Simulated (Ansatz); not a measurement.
# How Ni(111) screens a field, part 2 of 2

Aim: image plane and induced charge of Ni(111).

Ansatz 0.2.0; plane-wave DFT, LDA, Ansatz PAW.

So far. Step 5 (Single point, field 0.1 V/Å): The dipole is 0.0455 e·Å. Step 6 (Atoms held, field -0.1 V/Å): The dipole is -0.0455 e·Å.

## Step 7: Single point, field 0.2 V/Å

input.yaml

```yaml
crystal:
  lattice:
    - [2.4890158698, 0.0, 0.0]
    - [1.2445079349, 2.1555509736, 0.0]
    - [0.0, 0.0, 30.1936376853]
  atoms:
    - { symbol: Ni, position: [0.0, 0.0, 0.2980760415], spin: 0.7 }
    - { symbol: Ni, position: [0.3333333333, 0.3333333333, 0.3653840277], spin: 0.7 }
    - { symbol: Ni, position: [0.6666666667, 0.6666666667, 0.4326920138], spin: 0.7 }
    - { symbol: Ni, position: [0.0, 0.0, 0.5], spin: 0.7 }
    - { symbol: Ni, position: [0.3333333333, 0.3333333333, 0.5673079862], spin: 0.7 }
    - { symbol: Ni, position: [0.6666666667, 0.6666666667, 0.6346159723], spin: 0.7 }
    - { symbol: Ni, position: [0.0, 0.0, 0.7019239585], spin: 0.7 }
magnetization:
  spin_polarized: true
kpoints:
  mp_grid: { grid: [24, 24, 1] }
hamiltonian:
  xc: lda
scf:
  occupations: { method: fermi_dirac, width: 0.1 }
  convergence: { dr2_threshold: 1.0e-10 }
efield:
  axis: 3
  dipole_correction: true
  ramp_position: 0.97
  ramp_width: 0.06
  amplitude: 0.2
output:
  forces: true
  write_potential: true
  write_density: true
  volumetric_format: npy
```

Launch:

```bash
$ ansatz run input.yaml --threads 4 --pin off --max-ram 6144MiB --backend cpu --events-out ev --progress --plain --runs-dir out
```

Numbers of over 12 decimals in the logs are rounded to 6 here.

Output:

```text
[...]
Crystal: 7 atoms, lattice volume = 161.995 Å³
Basis set: ecut = 420 eV, 3035 PW (Γ)
Bands: 79, of which v1, the nominal top of the filled ones, is band 63 counted from 1 (62 counted from 0)
Symmetry: 6 space group operations
k-points: 61 of 576 (time reversal used)
[...]
Starting moments: Σ|m| = 4.9 μB on 7 of 7 sites
[...]
k-point 1 ↑: bands = [... 59 lower, 4.3065, 4.3166, 4.4705, 4.5101, 4.6411, 4.6873, 4.6971, 4.8570, ... 12 higher]
  k-point 2 ↑: bands = [... 59 lower, 4.3017, 4.3303, 4.3744, 4.4292, 4.4782, 4.6992, 4.7085, 4.8592, ... 12 higher]
  k-point 60 ↓: bands = [... 59 lower, 5.4495, 5.5519, 5.5581, 5.5582, 10.5214, 10.5331, 10.5333, 10.6197, ... 12 higher]
[key lines of the parts left out:]
SCF converged after 21 iterations
Magnetization: 4.3729 μB (65.1864 up, 60.8136 down)
Free energy (F): -40411.793033 eV
Fermi energy:    5.475956 eV
Dipole field:    D = 0.101585 V/Å  (p = 0.090943 e·Å, saw-weighted, corrected)
```

It took 1.7 min on 4 threads of Arm Neoverse V2, shared host; peak memory 1.3 GiB.

The dipole is 0.0909 e·Å.

## Step 8: Atoms held, field -0.2 V/Å

Edit input.yaml of step 7 so:

```diff
@@ -27,3 +27,3 @@
   ramp_width: 0.06
-  amplitude: 0.2
+  amplitude: -0.2
 output:
```

Output:

```text
[...]
Crystal: 7 atoms, lattice volume = 161.995 Å³
Basis set: ecut = 420 eV, 3035 PW (Γ)
Bands: 79, of which v1, the nominal top of the filled ones, is band 63 counted from 1 (62 counted from 0)
Symmetry: 6 space group operations
k-points: 61 of 576 (time reversal used)
[...]
Starting moments: Σ|m| = 4.9 μB on 7 of 7 sites
[...]
k-point 1 ↑: bands = [... 59 lower, 4.3065, 4.3166, 4.4705, 4.5101, 4.6411, 4.6873, 4.6971, 4.8570, ... 12 higher]
  k-point 2 ↑: bands = [... 59 lower, 4.3017, 4.3303, 4.3744, 4.4292, 4.4782, 4.6992, 4.7085, 4.8592, ... 12 higher]
  k-point 60 ↓: bands = [... 59 lower, 5.4495, 5.5519, 5.5581, 5.5582, 10.5214, 10.5331, 10.5333, 10.6197, ... 12 higher]
[key lines of the parts left out:]
SCF converged after 26 iterations
Magnetization: 4.3729 μB (65.1864 up, 60.8136 down)
Free energy (F): -40411.793033 eV
Fermi energy:    5.475955 eV
Dipole field:    D = -0.101587 V/Å  (p = -0.090945 e·Å, saw-weighted, corrected)
```

It took 2.1 min on 4 threads; peak memory 1.3 GiB; 8.2 min of CPU time.

The dipole is -0.0909 e·Å.

## Step 9: Single point, field 0.4 V/Å

Edit input.yaml of step 8 so:

```diff
@@ -27,3 +27,3 @@
   ramp_width: 0.06
-  amplitude: -0.2
+  amplitude: 0.4
 output:
@@ -33 +33,2 @@
   volumetric_format: npy
+  elf: true
```

Output:

```text
[...]
Crystal: 7 atoms, lattice volume = 161.995 Å³
Basis set: ecut = 420 eV, 3035 PW (Γ)
Bands: 79, of which v1, the nominal top of the filled ones, is band 63 counted from 1 (62 counted from 0)
Symmetry: 6 space group operations
k-points: 61 of 576 (time reversal used)
[...]
Starting moments: Σ|m| = 4.9 μB on 7 of 7 sites
[...]
k-point 1 ↑: bands = [... 59 lower, 4.3011, 4.3112, 4.4652, 4.5047, 4.6331, 4.6832, 4.6918, 4.8516, ... 12 higher]
  k-point 2 ↑: bands = [... 59 lower, 4.2949, 4.3249, 4.3679, 4.4255, 4.4728, 4.6938, 4.7032, 4.8538, ... 12 higher]
  k-point 60 ↓: bands = [... 59 lower, 5.4442, 5.5467, 5.5527, 5.5529, 10.5160, 10.5277, 10.5280, 10.6144, ... 12 higher]
[key lines of the parts left out:]
SCF converged after 27 iterations
Magnetization: 4.3732 μB (65.1866 up, 60.8134 down)
Free energy (F): -40411.820320 eV
Fermi energy:    5.470628 eV
Dipole field:    D = 0.203236 V/Å  (p = 0.181945 e·Å, saw-weighted, corrected)
```

The job ended after 2.1 min (4 threads; peak memory 1.3 GiB).

Running mean over 2.032 Å of the planar mean, with the applied field; the ramp of the sawtooth is left out. Electron's electrostatic potential energy less the Fermi level against z:

```tsv
z (Å)	electron's electrostatic potential energy less the Fermi level (eV)
4	4.10
5	4.49
6	4.84
7	4.56
8	-2.93
9	-9.84
10	-10.1
11	-10.2
12	-10.2
13	-10.1
14	-10.1
15	-10.1
16	-10.1
17	-10.1
18	-10.1
19	-10.2
20	-10.1
21	-9.97
22	-5.22
23	4.49
24	5.90
25	6.36
26	6.76
```

The dipole is 0.182 e·Å.

## Step 10: The response

This step: plane-wave DFT, LDA, Ansatz PAW; screening of a field by a metal slab (Ansatz 0.2.0).

The dipoles give the slope, and the difference of two potentials shows where the field is screened.

Numbers from this step:

```yaml
equivalent_conductor_thickness_p_eps_0ae: 15.33 Å
distance_between_the_outer_atoms: 12.19 Å
inner_field_over_outer_field: -1.83e-4
image_plane_upper_face: 1.567 Å
induced_electrons_on_the_upper_face_over_eps_0e: -1.001
image_plane_lower_face: 1.567 Å
induced_electrons_on_the_lower_face_over_eps_0e: 1.001
```

The dipole of the cell by applied field:

```tsv
applied field (V/Å)	dipole of the cell (e·Å)
-0.200	-0.0909
-0.100	-0.0455
-0.050	-0.0227
0.000	1.6e-6
0.050	0.0227
0.100	0.0455
0.200	0.0909
0.400	0.182
```

The total moment stays at 4.37 μB for applied field from -0.2 to 0.4 V/Å.

Local field over the applied field, running mean. From the potentials at -0.05 and 0.05 V/Å; running mean over 2.032 Å. Table of local field over applied field by z:

```tsv
z (Å)	local field over applied field
5	0.992
6	0.943
7	0.717
8	0.276
9	0.00649
10	-0.00187
11	-8.7e-5
12	-0.00115
13	-7.2e-4
14	-1.5e-4
15	-3.2e-4
16	-7.8e-5
17	-6.8e-4
18	-0.00107
19	-8.5e-4
20	1.8e-4
21	-0.00809
22	0.202
23	0.638
24	0.919
25	0.988
26	0.999
```

The induced electron density oscillates, so the rows of the table below give means over windows of 1 Å about each position, cut where the curve ends. Its maxima inside the range that stand out by 2 % of the span (Å: e/Å³ per V/Å): 8.0: 0.00402, 9.1: 2.2e-4, 10.6: 1.6e-4, 11.3: 9.0e-5, 19.2: 2.3e-4, 21.0: 6.2e-4, 21.4: 9.6e-4. Its minima: 8.8: -9.6e-4, 9.2: -6.2e-4, 11.0: -2.3e-4, 18.9: -9.0e-5, 19.6: -1.6e-4, 21.1: -2.2e-4, 22.2: -0.00402.

Electrons, planar mean, per unit field. Induced electron density against z; means over each step:

z (Å), induced electron density (e/Å³ per V/Å) and a bar from the least value:
```
        5    0.00006 ##############
        6    0.00041 ###############
        7    0.00198 #######################
        8    0.00332 ##############################
        9   -0.00027 ############
       10    0.00001 #############
       11    0.00001 #############
       12    0.00000 #############
       13   -0.00001 #############
       14    0.00001 #############
       15    0.00000 #############
       16    0.00000 #############
       17    0.00001 #############
       18    0.00000 #############
       19    0.00002 #############
       20   -0.00006 #############
       21    0.00029 ###############
       22   -0.00265 
       23   -0.00246 #
       24   -0.00058 ##########
       25   -0.00009 #############
       26   -0.00002 #############
```

By hand: between -0.05 and 0.05 V/Å the dipole changes by 0.04547 e·Å, a slope of 0.4547 e·Å²/V. A perfect conductor of thickness t has p = ε₀AEt, so t = 180.95 × 0.4547 / 5.365 = 15.34 Å (e/ε₀ = 180.95 V·Å, A in Å²). Less the 12.19 Å between the outer atoms, and halved, that puts each image plane 1.57 Å out.

The induced dipole is that of a conductor 15.33 Å thick.

## Step 11: A changed input

This step: plane-wave DFT, LDA, Ansatz PAW (Ansatz 0.2.0).

A run with a changed input: it repeats the earlier run at 0.05 V/Å with efield.dipole_correction from true to false.

Edit input.yaml of step 9 so:

```diff
@@ -24,6 +24,6 @@
   axis: 3
-  dipole_correction: true
+  dipole_correction: false
   ramp_position: 0.97
   ramp_width: 0.06
-  amplitude: 0.4
+  amplitude: 0.05
 output:
@@ -33,2 +33 @@
   volumetric_format: npy
-  elf: true
```

Output:

```text
[...]
Crystal: 7 atoms, lattice volume = 161.995 Å³
Basis set: ecut = 420 eV, 3035 PW (Γ)
Bands: 79, of which v1, the nominal top of the filled ones, is band 63 counted from 1 (62 counted from 0)
Symmetry: 6 space group operations
k-points: 61 of 576 (time reversal used)
[...]
Starting moments: Σ|m| = 4.9 μB on 7 of 7 sites
[...]
SCF iter   1: F=—  HF=-40406.215179 eV  |F-HF|=—  |Δ(HF+E_count)|=         —  Δρ=5.62e-2 (↑1.45e-2 ↓5.62e-2)  dr2=1.27e1  dr2_m=1.14e0  M=5.720 μB ∫|m|=6.005 μB  β_m=0.30  ethr=3.10e-3  p=0.000 e·Å  V_vac-E_F(+/−)=8.25/6.86 eV  ⟨swp⟩=9.3  Hψ=45474  notcnv=0  defer=294
[...]
SCF iter  22: F=-40411.785094 eV  HF=-40411.785094 eV  |F-HF|=1.75e-10  |Δ(HF+E_count)|=   6.05e-9  Δρ=2.83e-8 (↑1.57e-8 ↓2.83e-8)  dr2=3.05e-12  dr2_m=1.27e-13  M=4.373 μB ∫|m|=4.850 μB  ethr=1.00e-12  p=0.046 e·Å  V_vac-E_F(+/−)=6.05/4.79 eV  ⟨swp⟩=6.0  Hψ=46051  notcnv=0
SCF 1 converged in 22 iterations: F = -40411.785094 eV  dr2 = 3.05e-12
[...]
SCF converged after 22 iterations
Magnetization: 4.3728 μB (65.1864 up, 60.8136 down)
Absolute magnetization: 4.8551 μB (∫|ρ↑−ρ↓|, with the PAW one-centre terms)
[...]
Per-site moments (μB) at R_I (Å): [(0.671245, 1.026719), (0.675239, 1.026719), (0.630754, 1.026719), (0.622179, 1.026719), (0.630686, 1.026719), (0.675835, 1.026719), (0.673452, 1.026719)]
Free energy (F): -40411.785094 eV
[...]
Internal energy: -40411.368211 eV  (E = F + TS)
E sigma→0 (E₀):  -40411.576652 eV
Entropy (-TS):   -0.416883 eV (-59.555 meV/atom)
Fermi energy:    5.477259 eV
Dipole field:    D = 0.051604 V/Å  (p = 0.046198 e·Å, saw-weighted)
Work function:   not extracted (applied field tilts the vacuum); planar V_es + V_field profile in the machine report
[...]
--- Forces (eV/Å), atoms counted from 1 ---
  atom   1  Ni     0.00000000     0.00000000     0.71124910
  atom   2  Ni    -0.00000000    -0.00000000    -0.12445900
  atom   3  Ni    -0.00000000     0.00000000    -0.02105686
  atom   4  Ni    -0.00000000    -0.00000000    -0.00010123
  atom   5  Ni     0.00000000    -0.00000000     0.02168568
  atom   6  Ni     0.00000000     0.00000000     0.12590238
  atom   7  Ni    -0.00000000    -0.00000000    -0.71322058
  max |Σ_I F_I| component: 5.01e-7 eV/Å
--- Band table (eV; the first three rows and the last of 122) ---
  k-point 0 ↑: bands = [... 59 lower, 4.2928, 4.2928, 4.4688, 4.4688, 4.6976, 4.6976, 4.8576, 4.8576, ... 12 higher]
  k-point 1 ↑: bands = [... 59 lower, 4.3078, 4.3179, 4.4719, 4.5114, 4.6431, 4.6883, 4.6984, 4.8583, ... 12 higher]
  k-point 2 ↑: bands = [... 59 lower, 4.3033, 4.3316, 4.3760, 4.4301, 4.4795, 4.7005, 4.7098, 4.8605, ... 12 higher]
  k-point 60 ↓: bands = [... 59 lower, 5.4508, 5.5532, 5.5594, 5.5595, 10.5227, 10.5345, 10.5345, 10.6210, ... 12 higher]
```

It took 1.8 min on 4 threads; peak memory 1.3 GiB.

```tsv
quantity	this run	earlier run	difference
dipole along the normal (e·Å)	0.04620	0.02274	0.023
total moment (μB)	4.373	4.373	2.3e-5
```

With the dipole correction off, the periodic images add a field of their own to the typed one.

What moves beyond 0.01 in its unit (for the dipole 0.5 % and 5e-5 e·Å): dipole along the normal (+0.0235 e·Å).

These numbers are not those of the isolated slab.

## Step 12: A changed input

Another changed input: it repeats the earlier run at 0.05 V/Å with scf.eigensolver.kind to davidson and basis.precision to f64.

Edit input.yaml of step 11 so:

```diff
@@ -22,5 +22,6 @@
   convergence: { dr2_threshold: 1.0e-10 }
+  eigensolver: { kind: davidson }
 efield:
   axis: 3
-  dipole_correction: false
+  dipole_correction: true
   ramp_position: 0.97
@@ -33 +34,3 @@
   volumetric_format: npy
+basis:
+  precision: f64
```

Output:

```text
[...]
Crystal: 7 atoms, lattice volume = 161.995 Å³
Basis set: ecut = 420 eV, 3035 PW (Γ)
Bands: 79, of which v1, the nominal top of the filled ones, is band 63 counted from 1 (62 counted from 0)
Symmetry: 6 space group operations
k-points: 61 of 576 (time reversal used)
[...]
Starting moments: Σ|m| = 4.9 μB on 7 of 7 sites
[...]
iter 1 solved again at ethr=5.26e-3 eV; its pass at ethr=1.00e-1 eV (dr2=6.62e0 eV) is discarded
[...]
SCF iter  30: F=-40411.784507 eV  HF=-40411.784507 eV  |F-HF|=2.91e-11  |Δ(HF+E_count)|=  2.18e-11  Δρ=5.40e-8 (↑8.50e-9 ↓5.40e-8)  dr2=2.91e-11  dr2_m=7.81e-13  M=4.373 μB ∫|m|=4.850 μB  ethr=3.24e-12 (applied; sched 1.00e-12)  p=0.023 e·Å  D=2.54e-2 V/Å  ΔV_dip=-0.77 eV  dr2_dipole=1.25e-12  V_vac-E_F(+/−)=5.75/5.13 eV  ⟨swp⟩=2.0  Hψ=17708  notcnv=0
SCF 1 converged in 30 iterations: F = -40411.784507 eV  dr2 = 2.91e-11
  Residual-converged pass: ⟨swp⟩=3.2  Hψ=21563  notcnv=0  max |occ|·‖R‖ = 9.7e-9 eV (tolerance 1.0e-8 eV)  dr2=2.92e-11  dr2_m=7.81e-13  dr2_onsite=1.28e-12  max |Δocc| = 2.4e-10
[...]
SCF converged after 30 iterations
[...]
Magnetization: 4.3728 μB (65.1864 up, 60.8136 down)
Absolute magnetization: 4.8551 μB (∫|ρ↑−ρ↓|, with the PAW one-centre terms)
[...]
Per-site moments (μB) at R_I (Å): [(0.671797, 1.026719), (0.675389, 1.026719), (0.630737, 1.026719), (0.622178, 1.026719), (0.630703, 1.026719), (0.675682, 1.026719), (0.672883, 1.026719)]
Free energy (F): -40411.784507 eV
[...]
Internal energy: -40411.367624 eV  (E = F + TS)
E sigma→0 (E₀):  -40411.576066 eV
Entropy (-TS):   -0.416883 eV (-59.555 meV/atom)
Fermi energy:    5.477600 eV
Dipole field:    D = 0.025393 V/Å  (p = 0.022733 e·Å, saw-weighted, corrected)
Work function:   not extracted (applied field tilts the vacuum); planar V_es + V_field profile in the machine report
[...]
--- Forces (eV/Å), atoms counted from 1 ---
  atom   1  Ni     0.00000000     0.00000000     0.71185917
  atom   2  Ni    -0.00000000    -0.00000000    -0.12481515
  atom   3  Ni    -0.00000000     0.00000000    -0.02121675
  atom   4  Ni    -0.00000000    -0.00000000    -0.00004973
  atom   5  Ni     0.00000000    -0.00000000     0.02152628
  atom   6  Ni     0.00000000     0.00000000     0.12552590
  atom   7  Ni    -0.00000000    -0.00000000    -0.71282908
  max |Σ_I F_I| component: 6.33e-7 eV/Å
--- Band table (eV; the first three rows and the last of 122) ---
  k-point 0 ↑: bands = [... 59 lower, 4.2932, 4.2932, 4.4692, 4.4692, 4.6980, 4.6980, 4.8579, 4.8579, ... 12 higher]
  k-point 1 ↑: bands = [... 59 lower, 4.3082, 4.3182, 4.4722, 4.5117, 4.6436, 4.6886, 4.6988, 4.8587, ... 12 higher]
  k-point 2 ↑: bands = [... 59 lower, 4.3038, 4.3319, 4.3765, 4.4303, 4.4798, 4.7008, 4.7101, 4.8609, ... 12 higher]
  k-point 60 ↓: bands = [... 59 lower, 5.4512, 5.5536, 5.5598, 5.5598, 10.5230, 10.5348, 10.5349, 10.6213, ... 12 higher]
```

The job ended after 2.9 min (4 threads; peak memory 1.1 GiB; 12 min of CPU time).

This step gave:

```yaml
energy_at_zero_smearing: -40411.5761 eV
site_moments: 0.6718, 0.6754, 0.6307, 0.6222, 0.6307, 0.6757, 0.6729 μB
dipole_along_the_normal: 0.02273 e·Å
```

Force by atom:

```tsv
atom	x (eV/Å)	y (eV/Å)	z (eV/Å)	size
Ni1	0.000	0.000	0.712	0.712
Ni2	0.000	0.000	-0.125	0.125
Ni3	0.000	0.000	-0.021	0.021
Ni4	0.000	0.000	0.000	0.000
Ni5	0.000	0.000	0.022	0.022
Ni6	0.000	0.000	0.126	0.126
Ni7	0.000	0.000	-0.713	0.713
```

```tsv
quantity	this run	earlier run	difference
dipole along the normal (e·Å)	0.02273	0.02274	-4.4e-6
total moment (μB)	4.373	4.373	4.1e-8
```

Nothing in the table moves by 0.01 in its unit (for the dipole 0.5 % and 5e-5 e·Å). The run took 30 SCF cycles against 23.

## Step 13: Summary of results

```json
{
 "work function": "5.45 eV",
 "image plane, upper face": "1.57 Å",
 "induced electrons on the upper face over ε₀E": "-1.00",
 "equivalent conductor thickness p/(ε₀AE)": "15.3 Å",
 "inner field over outer field": "-1.8e-4"
}
```

The induced charge has its centre 1.57 Å outside the outermost atoms; this is the plane from which a capacitor's gap or an image potential counts. The equivalent conductor thickness exceeds the distance between the outer atoms by 3.14 Å, about the sum of the two image-plane distances. In the middle of the slab the field is screened to under 0.5 % of its outer value. The atoms are held at bulk positions with the tabulated experimental lattice constant. The magnetic order is the one reached from the typed start; other orders were not compared.

[Logs are printed without paths, hosts, clocks, repeated set-up lines and the standing remarks that a program may print on its own settings, such as how far it seeks lower states.]

[Hosts, paths, dates, database ids (printed as entryN), source tags and the programs' standing remarks are cut or masked in the printed files.]

[Maps of the electrostatic potential energy from Ansatz leave out the sawtooth potential of an applied field or a dipole correction, so their vacuum need not be flat; planar profiles and work functions include it.]
